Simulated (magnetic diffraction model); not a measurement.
# Ca3Mn2S4O3: the ordered moment from one line

Space group Cmcm (no. 63), a = 21.7210 Å, b = 5.9010 Å, c = 5.8430 Å.

```
site  atom       x       y    z
  8g    Mn  0.9012  0.7462  1/4
  4c    Ca       0  0.7412  3/4
  8g    Ca  0.6912  0.7468  1/4
  8e     S  0.5685       0    0
  8e     S  0.6053     1/2    0
  4c     O       0  0.1516  3/4
  8g     O  0.7944  0.6598  1/4
```

This is a made-up structure (elements placed in a structure type, unrelaxed), so the numbers test the method and describe no known phase.

Only Mn is taken to order (form factors of Mn4+); orders and moment sizes are assumed, and not adapted to the symmetry. Radiation: neutrons of λ = 2.567 Å, 8° to 60°; isotropic B of 0.27 Å² (Mn), 0.26 Å² (Ca), 0.32 Å² (S) and 0.36 Å² (O). Simulated constant-wavelength pattern: nuclear and magnetic terms add, the magnetic one as |2.695 fm × Σ f S⊥ exp(2πi Q·r) exp(−B s²)|², summed over all Q at one angle with the factor 1/(sin²θ cos θ). For collinear order S is the moment m, which repeats by lattice and centring translations R with the sign exp(−2πi k·R). Free-ion form factors, Sears's scattering lengths of 1992, no absorption; a label names one of the reflections at its angle. The strongest nuclear line in the range is 100, and lines under 0.2 are left out.

In a first state the assumed order is k = (0 0 3/2), collinear moments along [111], 2.91 μB on Mn; signs + at (0.9012, 0.7462, 1/4), + at (0.5988, 0.7538, 3/4), + at (0.9012, 0.2538, 3/4), + at (0.5988, 0.2462, 1/4), with this pattern:

```
2θ (°)      index  nuclear  magnetic
 12.61  (0 0 1/2)      0.0     129.1
 13.57    (2 0 0)     12.9       0.0
 18.57  (2 0 1/2)      0.0       6.5
 26.05    (1 1 0)      0.5       0.0
 27.34    (4 0 0)     69.2       0.0
 29.04  (1 1 1/2)      0.0      56.2
 30.21  (4 0 1/2)      0.0       7.4
 32.59    (3 1 0)      4.8       0.0
 35.07  (3 1 1/2)      0.0       3.4
 36.69    (1 1 1)     26.5       0.0
 38.48  (0 0 3/2)      0.0      11.9
 40.98  (2 0 3/2)      0.0       1.9
 41.53    (6 0 0)     25.9       0.0
 41.75    (3 1 1)      5.1       0.0
 43.05    (5 1 0)      6.6       0.0
 43.58  (6 0 1/2)      0.0       2.6
```
(The table stops after 16 lines; 20 more lie at higher angle.)

**Question.** Nearer the ordering temperature the line at 12.61° has total intensity 11.5 on the same scale, and all moments have shrunk alike. How large is the Mn moment?

The nuclear part, 0.0, stays, so the magnetic part is 11.5 against 129.1. It goes as m², so m = 2.91 × √(11.5/129.1) = 0.87 μB; the value used was 0.87 μB.

[Logs are printed without paths, hosts, clocks, repeated set-up lines and the standing remarks that a program may print on its own settings, such as how far it seeks lower states.]
